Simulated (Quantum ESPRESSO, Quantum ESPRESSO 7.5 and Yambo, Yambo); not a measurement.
## NH4Br (P-43m): G0W0 with Yambo, start to end

How does a plane-wave GW calculation on NH4Br (P-43m) run from the first input to the gap?

Main program and level: Quantum ESPRESSO 7.5 and Yambo 5.3.0; PBEsol and many-body steps on it, plane waves.

### Step 1. The starting structure

Symmetry: P-43m, No. 215, cubic system. Conventional cell: a = 4.000 Å, b = 4.000 Å, c = 4.000 Å, α = 90.00°, β = 90.00°, γ = 90.00°. Nearest to H lie 1 N at 1.03 Å. Br has 4 H at 2.44 Å nearest. Nearest to N lie 4 H at 1.03 Å. Farther neighbours and most contacts between anions are not listed.

The cell and positions come from the Crystallography Open Database and are kept as given unless a step says otherwise.

### Step 2. Ground state

This step: Quantum ESPRESSO 7.5; DFT, PBEsol with spin-orbit coupling, plane waves, norm-conserving pseudopotentials.

The ground-state density comes first.

File pw.in:

```
&control
  calculation = 'scf'
  prefix = 'x'
  outdir = 'o'
  pseudo_dir = 'pseudo'
/
&system
  ibrav = 0
  nat = 6
  ntyp = 3
  ecutwfc = 72.0
  nbnd = 30
  force_symmorphic = .true.
  noncolin = .true.
  lspinorb = .true.
/
&electrons
  conv_thr = 1e-10
  electron_maxstep = 80
  mixing_beta = 0.5
/
ATOMIC_SPECIES
  H 1.008 H.upf
  Br 79.904 Br.upf
  N 14.007 N.upf
CELL_PARAMETERS angstrom
  4.0000000000 0.0000000000 0.0000000000
  0.0000000000 4.0000000000 0.0000000000
  0.0000000000 0.0000000000 4.0000000000
ATOMIC_POSITIONS crystal
  H 0.1480000000 0.1480000000 0.1480000000
  H 0.1480000000 0.8520000000 0.8520000000
  H 0.8520000000 0.8520000000 0.1480000000
  H 0.8520000000 0.1480000000 0.8520000000
  Br 0.5000000000 0.5000000000 0.5000000000
  N 0.0000000000 0.0000000000 0.0000000000
K_POINTS automatic
  6 6 6 0 0 0
```

Command:

```
$ OMP_NUM_THREADS=1 mpirun -n 4 pw.x -nk 4 -in pw.in > pw.out
```

Log:

```text
Program PWSCF v.7.5 starts

     This program is part of the open-source Quantum ESPRESSO suite
     for quantum simulation of materials; please cite
         "P. Giannozzi et al., J. Phys.:Condens. Matter 21 395502 (2009);
         "P. Giannozzi et al., J. Phys.:Condens. Matter 29 465901 (2017);
         "P. Giannozzi et al., J. Chem. Phys. 152 154105 (2020);
     in publications or presentations arising from this work. More details at
     Message from routine setup:
     using ibrav=0 with symmetry is DISCOURAGED, use correct ibrav instead

     G-vector sticks info

     bravais-lattice index     =            0
     lattice parameter (alat)  =       7.5589  a.u.
     unit-cell volume          =     431.8934 (a.u.)^3
     number of atoms/cell      =            6
     number of atomic types    =            3
     number of electrons       =        16.00
     number of Kohn-Sham states=           30
     kinetic-energy cutoff     =      72.0000  Ry
     charge density cutoff     =     288.0000  Ry
     scf convergence threshold =      1.0E-10
     mixing beta               =       0.5000
     number of iterations used =            8  plain     mixing
     Exchange-correlation= PBESOL
                           (   1   4  10   8   0   0   0)
     Non magnetic calculation with spin-orbit

     celldm(1)=   7.558904  celldm(2)=   0.000000  celldm(3)=   0.000000
     celldm(4)=   0.000000  celldm(5)=   0.000000  celldm(6)=   0.000000

     crystal axes: (cart. coord. in units of alat)
               a(1) = (   1.000000   0.000000   0.000000 )
               a(2) = (   0.000000   1.000000   0.000000 )
               a(3) = (   0.000000   0.000000   1.000000 )

     reciprocal axes: (cart. coord. in units 2 pi/alat)
               b(1) = (  1.000000  0.000000  0.000000 )
               b(2) = (  0.000000  1.000000  0.000000 )
               b(3) = (  0.000000  0.000000  1.000000 )
     Pseudo is Norm-conserving, Zval =  1.0
     Generated using ONCVPSP code by D. R. Hamann
     Using radial grid of 1180 points,  4 beta functions with:
     Pseudo is Norm-conserving + core correction, Zval =  7.0
     Generated using ONCVPSP code by D. R. Hamann
     Using radial grid of 1110 points, 10 beta functions with:
     Pseudo is Norm-conserving + core correction, Zval =  5.0
     Generated using ONCVPSP code by D. R. Hamann
     Using radial grid of 1070 points,  6 beta functions with:
     H                 1.00     1.00800     H ( 1.00)
     Br                7.00    79.90400     Br( 1.00)
     N                 5.00    14.00700     N ( 1.00)

     24 Sym. Ops. (no inversion) found

   Cartesian axes

     site n.     atom                  positions (alat units)
         1        H      tau(   1) = (   0.1480000   0.1480000   0.1480000  )
         2        H      tau(   2) = (   0.1480000   0.8520000   0.8520000  )
         3        H      tau(   3) = (   0.8520000   0.8520000   0.1480000  )
         4        H      tau(   4) = (   0.8520000   0.1480000   0.8520000  )
         5        Br     tau(   5) = (   0.5000000   0.5000000   0.5000000  )
         6        N      tau(   6) = (   0.0000000   0.0000000   0.0000000  )

     number of k points=    20
                       cart. coord. in units 2pi/alat
        k(    1) = (   0.0000000   0.0000000   0.0000000), wk =   0.0046296
        k(    2) = (   0.0000000   0.0000000   0.1666667), wk =   0.0277778
        k(    3) = (   0.0000000   0.0000000   0.3333333), wk =   0.0277778
        k(    4) = (   0.0000000   0.0000000  -0.5000000), wk =   0.0138889
        k(    5) = (   0.0000000   0.1666667   0.1666667), wk =   0.0555556
        k(    6) = (   0.0000000   0.1666667   0.3333333), wk =   0.1111111
        k(    7) = (   0.0000000   0.1666667  -0.5000000), wk =   0.0555556
        k(    8) = (   0.0000000   0.3333333   0.3333333), wk =   0.0555556
        k(    9) = (   0.0000000   0.3333333  -0.5000000), wk =   0.0555556
        k(   10) = (   0.0000000  -0.5000000  -0.5000000), wk =   0.0138889
     [... 8 further rows ...]
        k(   19) = (   0.3333333  -0.5000000  -0.5000000), wk =   0.0277778
        k(   20) = (  -0.5000000  -0.5000000  -0.5000000), wk =   0.0046296

     Dense  grid:    35585 G-vectors     FFT dimensions: (  45,  45,  45)

     Initial potential from superposition of free atoms

     starting charge      15.9999, renormalised to      16.0000
     Starting wfcs are   24 randomized atomic wfcs +    6 random wfcs

     per-process dynamical memory:    68.8 Mb

     Self-consistent Calculation

     iteration #  1     ecut=    72.00 Ry     beta= 0.50

     total energy              =     -56.87318472 Ry
     estimated scf accuracy    <       0.42301696 Ry

     iteration #  2     ecut=    72.00 Ry     beta= 0.50

     total energy              =     -56.95899682 Ry
     estimated scf accuracy    <       0.04178479 Ry

     iteration #  3     ecut=    72.00 Ry     beta= 0.50

     total energy              =     -56.96363111 Ry
     estimated scf accuracy    <       0.00684963 Ry

     iteration #  4     ecut=    72.00 Ry     beta= 0.50

     total energy              =     -56.96398725 Ry
     estimated scf accuracy    <       0.00032938 Ry

     iteration #  5     ecut=    72.00 Ry     beta= 0.50

     total energy              =     -56.96401232 Ry
     estimated scf accuracy    <       0.00001886 Ry

     iteration #  6     ecut=    72.00 Ry     beta= 0.50

     total energy              =     -56.96401568 Ry
     estimated scf accuracy    <       0.00000460 Ry

     iteration #  7     ecut=    72.00 Ry     beta= 0.50

     total energy              =     -56.96401661 Ry
     estimated scf accuracy    <       0.00000002 Ry

     iteration #  8     ecut=    72.00 Ry     beta= 0.50

     total energy              =     -56.96401662 Ry
     estimated scf accuracy    <          4.7E-09 Ry

     iteration #  9     ecut=    72.00 Ry     beta= 0.50

     End of self-consistent calculation

          k = 0.0000 0.0000 0.0000 (  4457 PWs)   bands (ev):

   -17.2438 -17.2438 -11.6079 -11.6079  -6.5046  -6.5046  -6.4887  -6.4887
    -6.4887  -6.4887   0.6583   0.6583   1.1551   1.1551   1.1551   1.1551
     5.1786   5.1786   7.8779   7.8779   7.8779   7.8779  10.8718  10.8718
    10.8988  10.8988  10.8988  10.8988  15.5668  15.5673

          k = 0.0000 0.0000 0.1667 (  4461 PWs)   bands (ev):

   -17.2230 -17.2230 -11.6196 -11.6196  -6.5170  -6.5170  -6.4774  -6.4774
    -6.4688  -6.4688   0.3130   0.3130   0.8903   0.8903   1.1242   1.1242
     5.8412   5.8412   8.1318   8.1318   8.5109   8.5109  10.7496  10.7496
    10.7693  10.7693  10.9870  10.9870  14.2279  14.2280

          k = 0.0000 0.0000 0.3333 (  4492 PWs)   bands (ev):

   -17.1807 -17.1807 -11.6462 -11.6462  -6.5457  -6.5457  -6.4364  -6.4364
    -6.4284  -6.4284  -0.4928  -0.4928   0.7613   0.7613   1.0597   1.0597
     7.0876   7.0876   8.8886   8.8886   9.4501   9.4501  10.6029  10.6029
    10.6278  10.6278  11.4201  11.4201  11.9829  11.9829

          k = 0.0000 0.0000-0.5000 (  4436 PWs)   bands (ev):

     [... further k-points ...]

     highest occupied, lowest unoccupied level (ev):     1.1551    5.1786

!    total energy              =     -56.96401662 Ry
     estimated scf accuracy    <          1.4E-11 Ry

     The total energy is the sum of the following terms:
     one-electron contribution =     -15.67142460 Ry
     hartree contribution      =      13.20738582 Ry
     xc contribution           =     -19.16431389 Ry
     ewald contribution        =     -35.33566395 Ry

     convergence has been achieved in   9 iterations

     XML data file, charge density, pseudopotentials, collected wavefunctions

=------------------------------------------------------------------------------=
   JOB DONE.
=------------------------------------------------------------------------------=
```

The job ended after 19 s (4 MPI ranks of Arm Neoverse V2, shared host; peak memory 0.52 GiB).

This step gave:

```yaml
total_energy: -775.0349 eV
gap: 4.024 eV
k_of_the_valence_top: 0, 0, 0
k_of_the_conduction_bottom: 0, 0, 0
least_direct_gap: 4.024 eV
```

The gap is direct, at Γ.

### Step 3. Bands along the symmetry lines

Levels along a band path, at the cheap level, show where the edges lie and whether the meshes to come will hold them.

File pw.in:

```
&control
  calculation = 'bands'
  prefix = 'x'
  outdir = 'o'
  pseudo_dir = 'pseudo'
/
&system
  ibrav = 0
  nat = 6
  ntyp = 3
  ecutwfc = 72.0
  nbnd = 28
  force_symmorphic = .true.
  noncolin = .true.
  lspinorb = .true.
/
&electrons
  conv_thr = 1e-9
  electron_maxstep = 80
  diago_full_acc = .true.
  diago_thr_init = 5e-6
/
ATOMIC_SPECIES
  H 1.008 H.upf
  Br 79.904 Br.upf
  N 14.007 N.upf
CELL_PARAMETERS angstrom
  4.0000000000 0.0000000000 0.0000000000
  0.0000000000 4.0000000000 0.0000000000
  0.0000000000 0.0000000000 4.0000000000
ATOMIC_POSITIONS crystal
  H 0.1480000000 0.1480000000 0.1480000000
  H 0.1480000000 0.8520000000 0.8520000000
  H 0.8520000000 0.8520000000 0.1480000000
  H 0.8520000000 0.1480000000 0.8520000000
  Br 0.5000000000 0.5000000000 0.5000000000
  N 0.0000000000 0.0000000000 0.0000000000
K_POINTS crystal
  50
  0.00000000 0.00000000 0.00000000 1
  0.00000000 0.06250000 0.00000000 1
  0.00000000 0.12500000 0.00000000 1
  0.00000000 0.18750000 0.00000000 1
  0.00000000 0.25000000 0.00000000 1
  0.00000000 0.31250000 0.00000000 1
  0.00000000 0.37500000 0.00000000 1
  0.00000000 0.43750000 0.00000000 1
  0.00000000 0.50000000 0.00000000 1
  0.06250000 0.50000000 0.00000000 1
  0.12500000 0.50000000 0.00000000 1
  0.18750000 0.50000000 0.00000000 1
  0.25000000 0.50000000 0.00000000 1
  0.31250000 0.50000000 0.00000000 1
  0.37500000 0.50000000 0.00000000 1
  0.43750000 0.50000000 0.00000000 1
  0.50000000 0.50000000 0.00000000 1
  0.43750000 0.43750000 0.00000000 1
  0.37500000 0.37500000 0.00000000 1
  0.31250000 0.31250000 0.00000000 1
  0.25000000 0.25000000 0.00000000 1
  0.18750000 0.18750000 0.00000000 1
  0.12500000 0.12500000 0.00000000 1
  0.06250000 0.06250000 0.00000000 1
  0.00000000 0.00000000 0.00000000 1
  0.06250000 0.06250000 0.06250000 1
  0.12500000 0.12500000 0.12500000 1
  0.18750000 0.18750000 0.18750000 1
  0.25000000 0.25000000 0.25000000 1
  0.31250000 0.31250000 0.31250000 1
  0.37500000 0.37500000 0.37500000 1
  0.43750000 0.43750000 0.43750000 1
  0.50000000 0.50000000 0.50000000 1
  0.43750000 0.50000000 0.43750000 1
  0.37500000 0.50000000 0.37500000 1
  0.31250000 0.50000000 0.31250000 1
  0.25000000 0.50000000 0.25000000 1
  0.18750000 0.50000000 0.18750000 1
  0.12500000 0.50000000 0.12500000 1
  0.06250000 0.50000000 0.06250000 1
  0.00000000 0.50000000 0.00000000 1
  0.50000000 0.50000000 0.50000000 1
  0.50000000 0.50000000 0.43750000 1
  0.50000000 0.50000000 0.37500000 1
  0.50000000 0.50000000 0.31250000 1
  0.50000000 0.50000000 0.25000000 1
  0.50000000 0.50000000 0.18750000 1
  0.50000000 0.50000000 0.12500000 1
  0.50000000 0.50000000 0.06250000 1
  0.50000000 0.50000000 0.00000000 1
```

Log:

```text
[banner, memory and clock lines left out]
Program PWSCF v.7.5 starts

     Atomic positions and unit cell read from directory:
     o/x.save/

     Message from routine setup:
     using ibrav=0 with symmetry is DISCOURAGED, use correct ibrav instead

     G-vector sticks info

     bravais-lattice index     =            0
     lattice parameter (alat)  =       7.5589  a.u.
     unit-cell volume          =     431.8934 (a.u.)^3
     number of atoms/cell      =            6
     number of atomic types    =            3
     number of electrons       =        16.00
     number of Kohn-Sham states=           28
     kinetic-energy cutoff     =      72.0000  Ry
     charge density cutoff     =     288.0000  Ry
     Exchange-correlation= PBESOL
                           (   1   4  10   8   0   0   0)
     Non magnetic calculation with spin-orbit

     celldm(1)=   7.558904  celldm(2)=   0.000000  celldm(3)=   0.000000
     celldm(4)=   0.000000  celldm(5)=   0.000000  celldm(6)=   0.000000

     crystal axes: (cart. coord. in units of alat)
               a(1) = (   1.000000   0.000000   0.000000 )
               a(2) = (   0.000000   1.000000   0.000000 )
               a(3) = (   0.000000   0.000000   1.000000 )

     reciprocal axes: (cart. coord. in units 2 pi/alat)
               b(1) = (  1.000000  0.000000  0.000000 )
               b(2) = (  0.000000  1.000000  0.000000 )
               b(3) = (  0.000000  0.000000  1.000000 )
     Pseudo is Norm-conserving, Zval =  1.0
     Generated using ONCVPSP code by D. R. Hamann
     Using radial grid of 1180 points,  4 beta functions with:
     Pseudo is Norm-conserving + core correction, Zval =  7.0
     Generated using ONCVPSP code by D. R. Hamann
     Using radial grid of 1110 points, 10 beta functions with:
     Pseudo is Norm-conserving + core correction, Zval =  5.0
     Generated using ONCVPSP code by D. R. Hamann
     Using radial grid of 1070 points,  6 beta functions with:
     H                 1.00     1.00800     H ( 1.00)
     Br                7.00    79.90400     Br( 1.00)
     N                 5.00    14.00700     N ( 1.00)

     24 Sym. Ops. (no inversion) found

   Cartesian axes

     site n.     atom                  positions (alat units)
         1        H      tau(   1) = (   0.1480000   0.1480000   0.1480000  )
         2        H      tau(   2) = (   0.1480000   0.8520000   0.8520000  )
         3        H      tau(   3) = (   0.8520000   0.8520000   0.1480000  )
         4        H      tau(   4) = (   0.8520000   0.1480000   0.8520000  )
         5        Br     tau(   5) = (   0.5000000   0.5000000   0.5000000  )
         6        N      tau(   6) = (   0.0000000   0.0000000   0.0000000  )

     number of k points=    50
                       cart. coord. in units 2pi/alat
        k(    1) = (   0.0000000   0.0000000   0.0000000), wk =   0.0200000
        k(    2) = (   0.0000000   0.0625000   0.0000000), wk =   0.0200000
        k(    3) = (   0.0000000   0.1250000   0.0000000), wk =   0.0200000
[...]
[... 38 further rows ...]
        k(   49) = (   0.5000000   0.5000000   0.0625000), wk =   0.0200000
        k(   50) = (   0.5000000   0.5000000   0.0000000), wk =   0.0200000

     Dense  grid:    35585 G-vectors     FFT dimensions: (  45,  45,  45)

     The potential is recalculated from file :
     o/x.save/charge-density

     Starting wfcs are   24 randomized atomic wfcs +    4 random wfcs

     Band Structure Calculation

     End of band structure calculation

          k = 0.0000 0.0000 0.0000 (  4457 PWs)   bands (ev):

   -17.2438 -17.2438 -11.6080 -11.6080  -6.5046  -6.5046  -6.4887  -6.4887
    -6.4887  -6.4887   0.6583   0.6583   1.1551   1.1551   1.1551   1.1551
     5.1787   5.1787   7.8779   7.8779   7.8779   7.8780  10.8718  10.8718
    10.8988  10.8988  10.8988  10.8988

          k = 0.0000 0.0625 0.0000 (  4441 PWs)   bands (ev):

[...]
10.8764  10.8764  10.9073  10.9073

          k = 0.0000 0.1250 0.0000 (  4465 PWs)   bands (ev):

[...]
10.8179  10.8179  10.9459  10.9459

[...]
k = 0.5000 0.5000 0.0625 (  4468 PWs)   bands (ev):

[...]
11.7254  11.7254  11.8591  11.8591

          k = 0.5000 0.5000 0.0000 (  4468 PWs)   bands (ev):

[...]
-6.3179  -6.3179  -0.1629  -0.1629   0.1370   0.1370   1.1126   1.1126
     6.6433   6.6434   7.5535   7.5535   9.1208   9.1208   9.1219   9.1219
    11.7369  11.7369  11.8682  11.8682

     XML data file, pseudopotentials, collected wavefunctions
```

Wall time 15 s (4 MPI ranks); peak memory 0.34 GiB; 61 s of CPU time.

Numbers from this step:

* gap: 4.024 eV
* k of the valence top: 0, 0, 0
* k of the conduction bottom: 0, 0, 0
* least direct gap: 4.024 eV

The gap is 4.024 eV, as in the run before at this level.

Electronic bands along the path, in eV, zero at the top of the highest filled band; v1 is the highest filled band, c1 the lowest empty one:

```
    point     v4     v3     v2     v1    c1    c2    c3    c4
        Γ   0.00   0.00   0.00   0.00  4.02  4.02  6.72  6.72
  halfway  -0.35  -0.35  -0.06  -0.06  5.29  5.29  7.29  7.29
        X  -0.43  -0.43  -0.13  -0.13  6.84  6.84  8.05  8.05
  halfway  -0.79  -0.77  -0.15  -0.12  6.55  6.57  6.74  6.74
        M  -1.02  -1.02  -0.04  -0.04  5.49  5.49  6.40  6.40
  halfway  -0.74  -0.72  -0.17  -0.14  5.85  5.86  7.51  7.52
        Γ   0.00   0.00   0.00   0.00  4.02  4.02  6.72  6.72
  halfway  -0.81  -0.81  -0.72  -0.72  6.69  6.69  7.93  7.93
        R  -1.42  -1.42  -1.42  -1.42  7.67  7.67  7.68  7.68
  halfway  -1.00  -0.98  -0.63  -0.60  6.52  6.53  7.55  7.56
        X  -0.43  -0.43  -0.13  -0.13  6.84  6.84  8.05  8.05
jump to R  -1.42  -1.42  -1.42  -1.42  7.67  7.67  7.68  7.68
  halfway  -1.22  -1.22  -0.85  -0.85  6.35  6.35  7.76  7.76
        M  -1.02  -1.02  -0.04  -0.04  5.49  5.49  6.40  6.40
```

(Continued in part 2 of 3.)

[Paths, hosts, dates, memory and timing lines, banners, echoed tables and standing remarks are left out of the program output.]

[Logs are printed without paths, hosts, clocks, repeated set-up lines and the standing remarks that a program may print on its own settings, such as how far it seeks lower states.]

[Runs of the session that timed out or met a known fault of the program may be left out.]

[Hosts, paths, dates, database ids (printed as entryN), source tags and the programs' standing remarks are cut or masked in the printed files.]
